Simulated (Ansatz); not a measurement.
## The 1T-CoBrI monolayer between two gates: cost of one run

Ansatz 0.2.0; plane-wave DFT, PBE-D3(BJ), Ansatz PAW. The cell holds 3 atoms.

input.yaml reads:

```yaml
crystal:
  lattice:
    - [3.7115194704, 0.0, 0.0]
    - [-1.8557597352, 3.214270148, 0.0]
    - [0.0, 0.0, 35.5132983095]
  atoms:
    - { symbol: I, position: [0.6666666667, 0.3333333333, 0.4603909177], spin: -0.01 }
    - { symbol: Co, position: [0.0, 0.0, 0.5018746536], spin: 0.94 }
    - { symbol: Br, position: [0.3333333333, 0.6666666667, 0.5396090823], spin: 0.03 }
  periodic: [true, true, false]
  symmetry: { detect: true }
magnetization:
  spin_polarized: true
total_charge: -0.03579
kpoints:
  mp_grid: { grid: [18, 18, 1] }
hamiltonian:
  xc: pbe
  dispersion: d3bj
scf:
  occupations: { method: fermi_dirac, width: 0.05 }
  convergence: { dr2_threshold: 1.0e-10 }
output:
  forces: true
  eigenvalues: true
  write_potential: true
  write_density: true
  volumetric_format: npy
external_charges:
  - { charge: 0, barrier: 10, axis: 3, height: 21.663, sigma: 0.25 }
  - { charge: 0.017895, axis: 3, height: 23.163, sigma: 0.33 }
  - { charge: 0, barrier: 10, axis: 3, height: 13.85, sigma: 0.25 }
  - { charge: 0.017895, axis: 3, height: 12.35, sigma: 0.33 }
```

Started as:

```console
$ ansatz run input.yaml --threads 4 --pin off --max-ram 12288MiB --backend cpu --events-out ev --progress --plain --runs-dir out
```

The cutoff in use is 420 eV. For reference, a run of the same kind (3 atoms, 127 k-points, 26 bands, 8,315 plane waves and two spins; 14 SCF cycles) took 2.4 min and 2.3 GiB on the same hardware.

Q: Estimate wall time and peak memory on 4 threads of Arm Neoverse V1, shared host.

A cutoff of 420 eV is a sphere of radius 10.5 Å⁻¹, so a cell of 424 Å³ holds about V·G³/6π² = 8,280 plane waves. Symmetry cuts the 18×18×1 mesh from 324 to 37 points. The run has 37 k-points, 26 bands, 8,315 plane waves and two spins. Taking the work of a cycle as k-points × spins × bands × plane waves, that is 0.29 times the reference, or 43 s at the reference's 14 cycles. The run needed as many. One copy of the wavefunctions takes 0.24 GiB at 16 bytes a coefficient, against 0.82 GiB in the reference; grids, projectors and work arrays come on top. Measured: about 42 s, with a peak of 1.2 GiB. The estimate holds within 25 %.

[Logs are printed without paths, hosts, clocks, repeated set-up lines and the standing remarks that a program may print on its own settings, such as how far it seeks lower states.]

[Hosts, paths, dates, database ids (printed as entryN), source tags and the programs' standing remarks are cut or masked in the printed files.]

[Maps of the electrostatic potential energy from Ansatz leave out the sawtooth potential of an applied field or a dipole correction, so their vacuum need not be flat; planar profiles and work functions include it.]
